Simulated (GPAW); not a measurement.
## A GW chain in GPAW: SnO (Romarchite)

Wanted: ground state, empty states, screening and self-energy for SnO (Romarchite).

Main program and level: GPAW 26.7.0; LDA and many-body steps on it, plane waves.

### Step 1. The starting structure

The structure is tetragonal, space group P4/nmm (No. 129). The conventional cell has a = 3.799 Å, b = 3.799 Å, c = 4.841 Å, α = 90.00°, β = 90.00°, γ = 90.00°. Nearest to Sn lie 4 O at 2.22 Å. Nearest to O lie 4 Sn at 2.22 Å. Farther neighbours and most contacts between anions are not listed.

The cell and positions come from the Crystallography Open Database and are kept as given unless a step says otherwise.

### Step 2. Ground state

This step: GPAW 26.7.0; DFT, LDA, plane waves, PAW.

The ground-state density comes first.

Contents of run.py:

```python
import json
import numpy as np
from gpaw.mpi import world
from ase import Atoms
from gpaw import GPAW, PW, FermiDirac

atoms = Atoms(['Sn', 'Sn', 'O', 'O'],
    cell=[[3.7986000000, 0.0000000000, 0.0000000000],
      [0.0000000000, 3.7986000000, 0.0000000000],
      [0.0000000000, 0.0000000000, 4.8408000000]],
    scaled_positions=[[0.5000000000, 0.0000000000, 0.2369000000],
      [0.0000000000, 0.5000000000, 0.7631000000],
      [0.0000000000, 0.0000000000, 0.0000000000],
      [0.5000000000, 0.5000000000, 0.0000000000]],
    pbc=(True, True, True))
calc = GPAW(mode=PW(600),
    xc='LDA',
    kpts={'size': (6, 6, 6), 'gamma': True},
    occupations=FermiDirac(0.001),
    nbands=-8,
    convergence={'density': 1e-6, 'bands': -3},
    maxiter=100,
    txt='gs.txt')
atoms.calc = calc
res = {'energy': atoms.get_potential_energy()}
kpts = calc.get_ibz_k_points()
res['kpts'] = kpts
res['eigenvalues'] = [calc.get_eigenvalues(kpt=k) for k in range(len(kpts))]
res['n_electrons'] = calc.get_number_of_electrons()
calc.write('gs.gpw')

if world.rank == 0:
    with open('result.json', 'w') as f:
        json.dump(res, f, default=lambda x: x.tolist())
```

Run with:

```
> mpirun -n 8 gpaw python run.py
```

Numbers of over 12 decimals in the logs are rounded to 6 here.

The program printed:

```text
__  _  _
 | _ |_)|_||  |
 |__||  | ||/\| - 26.7.0

Input parameters:
  mode=PW(ecut=600.0),
  convergence={'density': 1e-06, 'bands': -3},
  kpts=MonkhorstPack(size=(6, 6, 6), gamma=True),
  maxiter=100,
  nbands=-8,
  occupations=Occupations(name='fermi-dirac', width=0.001, fixmagmom=False),
  xc=XC(name='LDA')
  [... matrices ...]
Diagonalizing LCAO Hamiltonian
Converting LCAO to pw mode
   .--------.
  /|        |
 *Sn        |
 | |        |
 | |        |
 | |        |
 | .--------.
 |/  Sn    /
 O--------*

Atoms  # Å, Bohr magnetons
|   | symbol |        x |        y |        z |    initial magnetic moments |
| 0 |     Sn | 1.899300 | 0.000000 | 1.146786 | ( 0.0000,  0.0000,  0.0000) |
| 1 |     Sn | 0.000000 | 1.899300 | 3.694014 | ( 0.0000,  0.0000,  0.0000) |
| 2 |      O | 0.000000 | 0.000000 | 0.000000 | ( 0.0000,  0.0000,  0.0000) |
| 3 |      O | 1.899300 | 1.899300 | 0.000000 | ( 0.0000,  0.0000,  0.0000) |

Unit cell  # Å
| periodic |        x |        y |        z |  lengths |    angles |
|      yes | 3.798600 | 0.000000 | 0.000000 | 3.798600 | 90.000000 |
|      yes | 0.000000 | 3.798600 | 0.000000 | 3.798600 | 90.000000 |
|      yes | 0.000000 | 0.000000 | 4.840800 | 4.840800 | 90.000000 |

Number of symmetries: 8
Symmetry operations  # r_c * U_cc + t_c -> r_c
|   | kind |            matrix            |
| 0 |  E   |  1, 0, 0,  0, 1, 0,  0, 0, 1 |
| 1 |  σ   |  1, 0, 0,  0,-1, 0,  0, 0, 1 |
| 2 |  C2  |  0, 1, 0,  1, 0, 0,  0, 0,-1 |
| 3 |  S4  |  0, 1, 0, -1, 0, 0,  0, 0,-1 |
| 4 |  S4  |  0,-1, 0,  1, 0, 0,  0, 0,-1 |
| 5 |  C2  |  0,-1, 0, -1, 0, 0,  0, 0,-1 |
| 6 |  σ   | -1, 0, 0,  0, 1, 0,  0, 0, 1 |
| 7 |  C2  | -1, 0, 0,  0,-1, 0,  0, 0, 1 |

BZ-sampling:
  Number of BZ points: 216
  Number of IBZ points: 40

  Monkhorst-Pack size: [6, 6, 6]
  Monkhorst-Pack shift: [0.083333, 0.083333, 0.083333]

K-points  # in reciprocal-cell coordinates
|     |                                coordinates |     weight |
|   0 | (  0.00000000,   0.00000000,   0.00000000) | 0.00462963 |
|   1 | (  0.00000000,   0.00000000,   0.16666667) | 0.00925926 |
|   2 | (  0.00000000,   0.00000000,   0.33333333) | 0.00925926 |
|   3 | (  0.00000000,   0.00000000,   0.50000000) | 0.00462963 |
|   4 | (  0.16666667,   0.00000000,   0.00000000) | 0.01851852 |
|   5 | (  0.16666667,   0.00000000,   0.16666667) | 0.03703704 |
|   6 | (  0.16666667,   0.00000000,   0.33333333) | 0.03703704 |
|   7 | (  0.16666667,   0.00000000,   0.50000000) | 0.01851852 |
|   8 | (  0.16666667,   0.16666667,   0.00000000) | 0.01851852 |
|   9 | (  0.16666667,   0.16666667,   0.16666667) | 0.03703704 |
| ... |                                            |            |
|  39 | (  0.50000000,   0.50000000,   0.50000000) | 0.00462963 |

Plane wave coefficients: 2354
Cutoff: 600.0 eV

Spin-components: 1 (collinear spins)
Bands:           28
Projectors:      22
Spin-degeneracy: 2
Datatype:        complex128

  Storage: CPU
  Wave functions: 42_058_240 bytes (5_257_280 per core)
  Projectors: 36_049_920 bytes (4_506_240 per core)
  [... matrices ...]
Parallelization:
  kpt:    8
  domain: 1
  band:   1

Density:
  Valence electrons: 40.0
  Components: 1
  Grid points: [24 24 28]
  Charge: 0.0  # |e|

Potential:
  Grid points: [24 24 28]

species:
  Sn:
    name:    Tin
    Z:       50.0
    valence: 14
    core:    36
    charge:  0.0  # [|e|]
    compensation charges:
      type: gauss
      rc: 0.38  # [Å]
      lmax: 2
    cutoffs:
      filter: 2.23  # [Å]
      core: 2.35  # [Å]
    projectors
    | kind |    occ | energy [eV] | rcut [Å] |
    |   5s |  2.000 |     -10.799 |    1.201 |
    |   5p |  2.000 |      -3.869 |    1.270 |
    |   4d | 10.000 |     -25.910 |    1.185 |
    |    s |        |      16.413 |    1.201 |
    |    p |        |      23.342 |    1.270 |
    |    d |        |       1.302 |    1.185 |

    Using partial waves for Sn as LCAO basis

  O:
    name:    Oxygen
    Z:       8.0
    valence: 6
    core:    2
    charge:  0.0  # [|e|]
    compensation charges:
      type: gauss
      rc: 0.21  # [Å]
      lmax: 2
    cutoffs:
      filter: 1.17  # [Å]
      core: 0.83  # [Å]
    projectors
    | kind |    occ | energy [eV] | rcut [Å] |
    |   2s |  2.000 |     -23.752 |    0.688 |
    |   2p |  4.000 |      -9.195 |    0.598 |
    |    s |        |       3.459 |    0.688 |
    |    p |        |      18.016 |    0.598 |
    |    d |        |       0.000 |    0.619 |

    Using partial waves for O as LCAO basis

Reference energy: -339786.989759  # eV

eigensolver:
  PPCG
  Converge bands: -3
  niter=2

density mixing:
  MSR1-Mixer
  Pratt-step length: 0.05
  Maximum mixing coefficient: 0.75
  Old densities: 10
  SVD Regularization: 0.005
  Good broyden scale: 1.0
  Trust region scale: 1.0
  Backstep threshold: 4.0
  History deletion threshold: 6.0
  Fourier metric: weight=20.0, sigma=0.015

occupation numbers:
  Fermi-Dirac:
    width: 0.0010  # eV

poisson solver:
  ecut: 4800.0  # eV

xc functional:
  name: None

Initialization done in: 2.522 s

convergence criteria:
- Maximum integral of absolute [dens]ity change: 1e-06 electrons / valence electron
- Maximum [total energy] change in last 3 cyles: 0.0005 eV / valence electron
- Maximum integral of absolute [eigenst]ate change: 4e-08 eV^2 / valence electron
maximum number of iterations: 100

SCF iterations
|iter     |     time |      energy | eigst |  dens |
|iter:   1|  |  -29.751480 | +0.63 |       |
|iter:   2|  |  -28.750699 | -0.85 | -1.02 |
|iter:   3|  |  -26.604425 | -0.59 | -1.08 |
|iter:   4|  |  -26.560522 | -2.34 | -1.57 |
|iter:   5|  |  -26.544445 | -3.00 | -1.82 |
|iter:   6|  |  -26.544294c| -4.18 | -2.65 |
|iter:   7|  |  -26.544313c| -5.41 | -3.27 |
|iter:   8|  |  -26.544315c| -5.68 | -3.83 |
|iter:   9|  |  -26.544312c| -6.27 | -4.06 |
|iter:  10|  |  -26.544312c| -8.27c| -4.91 |
|iter:  11|  |  -26.544312c| -8.58c| -5.36 |
|iter:  12|  |  -26.544312c| -8.98c| -6.06c|

Converged in 12 steps
SCF loop duration: 7.411 s (0.618 s/step)
Energy contributions relative to reference atoms: (reference = -339786.989759)
  [... matrices ...]
Energy contributions:
  Kinetic:          29.511282
  Coulomb:         -28.422985
  Zero:              0.004823
  External:          0.000000
  Xc:              -27.637433
  Entropy:          -0.000000
  Spinorbit:         0.000000
  ----------------------------
  Free energy:     -26.544312
  Extrapolated:    -26.544312

dipole moment: (-23.520299, -23.520299, -27.155199)  # |e|*Ang

Fermi level: 6.445
Eigenvalues  # (at kpt = [0.000, 0.000, 0.000])
| band index |      eig [eV] | occ [0-2] |
|          0 |       -15.389 |     2.000 |
|        ... |               |           |
|         12 |        -1.325 |     2.000 |
|         13 |        -0.187 |     2.000 |
|         14 |         0.093 |     2.000 |
|         15 |         0.093 |     2.000 |
|         16 |         2.962 |     2.000 |
|         17 |         3.244 |     2.000 |
|         18 |         3.244 |     2.000 |
|         19 |         6.426 |     2.000 |
|         20 |         8.505 |     0.000 |
|         21 |        10.643 |     0.000 |
|         22 |        11.185 |     0.000 |
|         23 |        11.185 |     0.000 |
|         24 |        12.051 |     0.000 |
|         25 |        12.051 |     0.000 |
|         26 |        13.253 |     0.000 |
|         27 |        13.679 |     0.000 |

Gap: 0.147 eV
Transition (v -> c):
  (s=0, k=0, n=19, [0.00, 0.00, 0.00]) -> (s=0, k=36, n=20, [0.50, 0.50, 0.00])
Direct/indirect transitions are different
Direct gap: 1.965 eV
Transition at: (s=0, k=1, n=19, [0.00, 0.00, 0.17])
# Writing to gs.gpw (mode='')
  [... matrices ...]
```

Elapsed: 12 s, on 8 MPI ranks of Intel Xeon Platinum 8259CL at 2.50GHz (Skylake/Cascade Lake), shared host; peak memory 1.5 GiB; 96 s of CPU time.

This step gave:

| Item | Value |
| --- | --- |
| total energy | -26.54 eV |
| gap | 0.1472 eV |
| k of the valence top | 0, 0, 0 |
| k of the conduction bottom | 0.5, 0.5, 0 |
| least direct gap | 1.965 eV |

The gap is indirect, with the least direct gap 1.82 eV higher.

### Step 3. Empty states on the mesh, 4×4×4 mesh, 636 bands

The sums over transitions need many empty states on a uniform mesh; this step solves for them.

Contents of run.py:

```python
import json
import numpy as np
from gpaw.mpi import world
from gpaw import GPAW

calc = GPAW('gs.gpw').fixed_density(kpts={'size': (4, 4, 4), 'gamma': True},
    parallel={'domain': 1, 'band': 1},
    txt='nscf.txt')
calc.diagonalize_full_hamiltonian(nbands=636)
calc.write('full.gpw', mode='all')
res = {}
kpts = calc.get_ibz_k_points()
res['kpts'] = kpts
res['eigenvalues'] = [calc.get_eigenvalues(kpt=k) for k in range(len(kpts))]
res['n_electrons'] = calc.get_number_of_electrons()

if world.rank == 0:
    with open('result.json', 'w') as f:
        json.dump(res, f, default=lambda x: x.tolist())
```

Run with:

```
> mpirun -n 8 gpaw python run.py
```

The program printed:

```text
Diagonalizing LCAO Hamiltonian
Converting LCAO to pw mode
convergence criteria:
- Maximum integral of absolute [eigenst]ate change: 4e-08 eV^2 / valence electron
maximum number of iterations: 100

SCF iterations
|iter     |     time |      energy | eigst |  dens |
|iter:   1|  |             | +0.87 |       |
|iter:   2|  |             | -0.75 |       |
|iter:   3|  |             | -2.10 |       |
|iter:   4|  |             | -3.45 |       |
|iter:   5|  |             | -4.57 |       |
|iter:   6|  |             | -5.79 |       |
|iter:   7|  |             | -6.93 |       |
|iter:   8|  |             | -7.65c|       |
SCF steps: 8
  __  _  _
 | _ |_)|_||  |
 |__||  | ||/\| - 26.7.0

Input parameters:
  mode=PW(ecut=600.0),
  convergence={'density': 1e-06, 'bands': -3},
  gpts=array([24, 24, 28]),
  kpts=MonkhorstPack(size=(4, 4, 4), gamma=True),
  maxiter=100,
  nbands=28,
  occupations=Occupations(name='fermi-dirac', width=0.001, fixmagmom=False),
  parallel={'domain': 1, 'band': 1},
  xc=XC(name='LDA')
Matrix size: 2347x2347
# Writing to full.gpw (mode='all')
  [... matrices ...]

timing:  # [seconds]
  Total: 39.224  # ━━━━━━━━━━━━━━━━━━━━━━━━━━━━━━━━━━━━━━━━━━━━━━━━━━━━━━━━━━
```

Run time: 48 s. Hardware: 8 MPI ranks; peak memory 5.1 GiB.

This step gave:

* gap: 0.1472 eV
* k of the valence top: 0, 0, 0
* k of the conduction bottom: 0.5, 0.5, 0
* least direct gap: 1.990 eV
* k points computed: 18
* lowest point of the top converged band, above the valence top: 233.1824 eV

On this mesh the gap is 0.147 eV.

### Step 4. Screening and self-energy, 4×4×4 mesh, 291 bands, screening to 150 eV

G0W0 replaces the xc potential by the self-energy, built once from these orbitals. Only a window of levels is corrected, while the sums run over the empty bands that the input names.

This step: G0W0 on LDA, plane waves, PAW.

Contents of run.py:

```python
import json
import numpy as np
from gpaw.mpi import world
from gpaw.response.g0w0 import G0W0

gw = G0W0('full.gpw',
    filename='gw',
    kpts=[0, 15],
    bands=(18, 22),
    ecut=150,
    nbands=291,
    integrate_gamma='WS',
    ppa=True)
gw.calculate()
res = {mode: {k: v for k, v in r.items() if k != 'sigma_eskwn'}
       for mode, r in gw.all_results.items()}

if world.rank == 0:
    with open('result.json', 'w') as f:
        json.dump(res, f, default=lambda x: x.tolist())
```

Run with:

```
> mpirun -n 8 gpaw python run.py
```

The program printed:

```text
Using integrator: PointIntegrator
FrequencyGridDescriptor(from 0.000+0.000j to 0.000+27.211j eV, 2 points)
Nonperiodic BCs:  [False False False]
Using integrator: PointIntegrator
FrequencyGridDescriptor(from 0.000+0.000j to 0.000+27.211j eV, 2 points)
Nonperiodic BCs:  [False False False]
  ___  _ _ _
 |   || | | |
 | | || | | |
 |__ ||_____|
 |___|

BZ k-points: Symmetries present (total): 8

  [... matrices ...]
64 k-points: 4 x 4 x 4 Monkhorst-Pack grid + [1/8,1/8,1/8]
18 k-points in the irreducible part of the Brillouin zone
       k-points in crystal coordinates                weights
   0:     0.00000000    0.00000000    0.00000000          1/64
   1:     0.00000000    0.00000000    0.25000000          2/64
   2:     0.00000000    0.00000000    0.50000000          1/64
   3:     0.25000000    0.00000000    0.00000000          4/64
   4:     0.25000000    0.00000000    0.25000000          8/64
   5:     0.25000000    0.00000000    0.50000000          4/64
   6:     0.25000000    0.25000000    0.00000000          4/64
   7:     0.25000000    0.25000000    0.25000000          8/64
   8:     0.25000000    0.25000000    0.50000000          4/64
   9:     0.50000000    0.00000000    0.00000000          2/64
          ...
  17:     0.50000000    0.50000000    0.50000000          1/64

Distributing spins, k-points and bands (1 x 2 x 4) over 8 processes
Number of blocks: 1

Quasi particle states:
k-points (IBZ indices): [0, 15]
Band range: (18, 22)
  [... matrices ...]
Computational parameters:
Plane wave cut-off: 150 eV
Number of bands: 291
Coulomb cutoff: None
Broadening: 0.1 eV

fxc modes: GW
Kernel: RPA
Using Godby-Needs plasmon-pole approximation:
  Fitting energy: i*E0, E0 = 1.000 Hartree
Summing all q:

Calculating screened Coulomb potential
No Coulomb truncation
FrequencyGridDescriptor(from 0.000+0.000j to 0.000+27.211j eV, 2 points)
Removing empty qpoint cache files...

Calculating chi0 body with:
    Ground state adapter containing:
    Number of spins: 1
    Number of kpoints: 64
    Number of irreducible kpoints: 18
    Number of completely occupied states: 20
    Number of partially occupied states: 20
    Occupied states memory: 4.921875 M / cpu

    Linear response parametrization:
    q_c: [0.0, 0.0, 0.0]
    Number of frequency points: 2
    Planewave cutoff: 150.0
    Number of bands: 291
    Number of planewaves: 285
    Broadening (eta): 1e-06
    comm.size: 8
    kncomm.size: 8
    blockcomm.size: 1

    Memory estimate of potentially large arrays:
        chi0_wGG: 2.478790 M / cpu
Integrating chi0 body.

Symmetries of q_c:
    Direct symmetries (Uq -> q): 8
    Indirect symmetries (TUq -> q): 8
In total 16 allowed symmetries.

  [... matrices ...]
18 groups of equivalent kpoints. 71.875% reduction.

Integral kind: response function
Integrating chi0 head and wings.

Symmetries of q_c:
    Direct symmetries (Uq -> q): 8
    Indirect symmetries (TUq -> q): 8
In total 16 allowed symmetries.

  [... matrices ...]
18 groups of equivalent kpoints. 71.875% reduction.

Integral kind: response function wings

Calculating chi0 body with:
    Ground state adapter containing:
    Number of spins: 1
    Number of kpoints: 64
    Number of irreducible kpoints: 18
    Number of completely occupied states: 20
    Number of partially occupied states: 20
    Occupied states memory: 4.921875 M / cpu

    Linear response parametrization:
[... the further q-points ...]

Results:
f:      Occupation numbers
eps:     KS-eigenvalues [eV]
vxc:     KS vxc [eV]
exx:     Exact exchange [eV]
sigma:   Self-energies [eV]
dsigma:  Self-energy derivatives
Z:       Renormalization factors
qp:      QP-energies [eV]

k-point 0 (0): (0.000, 0.000, 0.000)                GW
band       f     eps     vxc     exx   sigma  dsigma       Z      qp
                                                                   GW
  18   1.000   3.244 -20.965 -25.856   4.705  -0.365   0.733   3.108
  19   1.000   6.426 -18.344 -18.796   0.731  -0.272   0.786   6.645
  20   0.000   8.505 -15.388 -10.511  -3.886  -0.235   0.810   9.307
  21   0.000  10.643 -13.523  -8.378  -4.301  -0.237   0.809  11.325

k-point 1 (15): (0.500, 0.500, 0.000)                GW
band       f     eps     vxc     exx   sigma  dsigma       Z      qp
                                                                   GW
  18   1.000   4.583 -15.619 -17.511   1.506  -0.268   0.788   4.279
  19   1.000   4.583 -15.619 -17.511   1.506  -0.268   0.788   4.279
  20   0.000   6.573 -11.698  -8.008  -3.258  -0.226   0.815   6.925
  21   0.000   6.573 -11.698  -8.008  -3.258  -0.226   0.815   6.925
```

It took 5 min on 8 MPI ranks; peak memory 3.4 GiB.

Numbers from this step:

| Property | Result |
| --- | --- |
| G0W0 gap on the points computed | 0.2796 eV |
| least direct G0W0 gap on the computed points | 2.646 eV |
| Z at the valence top | 0.7860 |
| Z at the conduction bottom | 0.8154 |
| starting gap on the mesh | 0.1472 eV |
| k of the valence top | 0, 0, 0 |
| k of the conduction bottom | 0.5, 0.5, 0 |

The gap on the mesh goes from 0.15 eV to 0.28 eV, a correction of +0.13 eV.

Limits: finite bands, cutoff and mesh; no spin-orbit coupling; coarse k mesh. v1 is the top filled band, c1 the lowest empty one. The levels before and after the correction (eV, zero at the valence-band top of each column):

|  | conduction bottom | valence top |
| --- | --- | --- |
| Kohn-Sham | 0.15 | 0.00 |
| G0W0 | 0.28 | 0.00 |

|  | level | energy (eV) |
| --- | --- | --- |
| Kohn-Sham | Γ v2 | -3.182 |
| Kohn-Sham | Γ v1 | 0.000 |
| Kohn-Sham | Γ c1 | 2.079 |
| Kohn-Sham | Γ c2 | 4.217 |
| Kohn-Sham | (0.5 0.5 0) v2-v1 | -1.843 |
| Kohn-Sham | (0.5 0.5 0) c1-c2 | 0.147 |
| G0W0 | Γ v2 | -3.538 |
| G0W0 | Γ v1 | 0.000 |
| G0W0 | Γ c1 | 2.662 |
| G0W0 | Γ c2 | 4.680 |
| G0W0 | (0.5 0.5 0) v2-v1 | -2.366 |
| G0W0 | (0.5 0.5 0) c1-c2 | 0.280 |

### Step 5. Where the time went

Times are wall times on 8 MPI ranks of Intel Xeon Platinum 8259CL at 2.50GHz (Skylake/Cascade Lake), shared host, good to a factor of about two.

| step | time | share | memory (GiB) |
| --- | --- | --- | --- |
| ground state | 12 s | 3 % | 1.5 |
| empty states on the mesh | 48 s | 13 % | 5.1 |
| screening and self-energy | 5 min | 83 % | 3.4 |

### Step 6. Results

* LDA gap: 0.15 eV, indirect
* G0W0 gap on the mesh: 0.28 eV
* GW settings: 4×4×4 mesh, 291 bands, screening to 150 eV, Godby-Needs plasmon pole
* known limits: not at the basis limit; no spin-orbit coupling; coarse k mesh

In words: G0W0 moves the gap on the mesh from 0.15 eV to 0.28 eV (+0.13 eV), with Z of 0.79 and 0.82 at the edges. Only 2 of the mesh's irreducible points were corrected, so a valley elsewhere could overtake. The dearest step here is «screening and self-energy». Bands and cutoff are finite, so the gap is not at the basis limit. The miss can reach some tenths of an eV and take either sign; the mesh is an error of its own. These stock PAW sets were not made for GW. In the G0W0 run levels were corrected at 2 k points alone, so a gap called «on the mesh» is the least over those, and an edge elsewhere would be missed. The 4×4×4 mesh is coarse for this cell, which bears on the long-range parts of exchange and screening. The many-body steps are scalar-relativistic: spin-orbit coupling is not in them.

[Paths, hosts, dates, memory and timing lines, banners, echoed tables and standing remarks are left out of the program output.]

[Logs are printed without paths, hosts, clocks, repeated set-up lines and the standing remarks that a program may print on its own settings, such as how far it seeks lower states.]

[Runs of the session that timed out or met a known fault of the program may be left out.]

[Hosts, paths, dates, database ids (printed as entryN), source tags and the programs' standing remarks are cut or masked in the printed files.]
